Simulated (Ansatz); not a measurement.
Rows from a G0W0 calculation on SiBPC (zincblende [110] superlattice) (Ansatz 0.2.0; G0W0 on PBEsol, plane waves, PAW; PAW set soft_1; 4×4×2 mesh, 65 empty bands, screening to 36 eV, PAW set soft_1 files), in eV. Spin-orbit coupling is left out.

```csv
row,Σx,Σc,Vxc,Z
A,-7.21,-3.70,-11.93,0.81
B,-7.53,-3.41,-11.88,0.82
C,-7.07,-3.49,-11.47,0.82
D,-17.05,2.40,-15.17,0.80
E,-7.21,-3.75,-12.01,0.81
F,-16.71,2.90,-13.96,0.78
```

**Question.** Which rows are filled states and which are empty ones, and how can one tell?

Filled: D and F. Empty: A, B, C and E. The sign of Σc tells: for a filled state bare exchange, which holds its interaction with itself, lies below Vxc (Σx − Vxc is -1.9 eV or lower here) and screening gives part back as a positive Σc. For an empty state Σx lies above Vxc (+4.3 eV or more) and the Coulomb hole leaves Σc negative.

[Paths, hosts, dates, memory and timing lines, banners, echoed tables and standing remarks are left out of the program output.]

[Logs are printed without paths, hosts, clocks, repeated set-up lines and the standing remarks that a program may print on its own settings, such as how far it seeks lower states.]

[Runs of the session that timed out or met a known fault of the program may be left out.]

[Cells called generated may have been cut or substituted from an entry of the Crystallography Open Database or the Materials Project.]

[Hosts, paths, dates, database ids (printed as entryN), source tags and the programs' standing remarks are cut or masked in the printed files.]
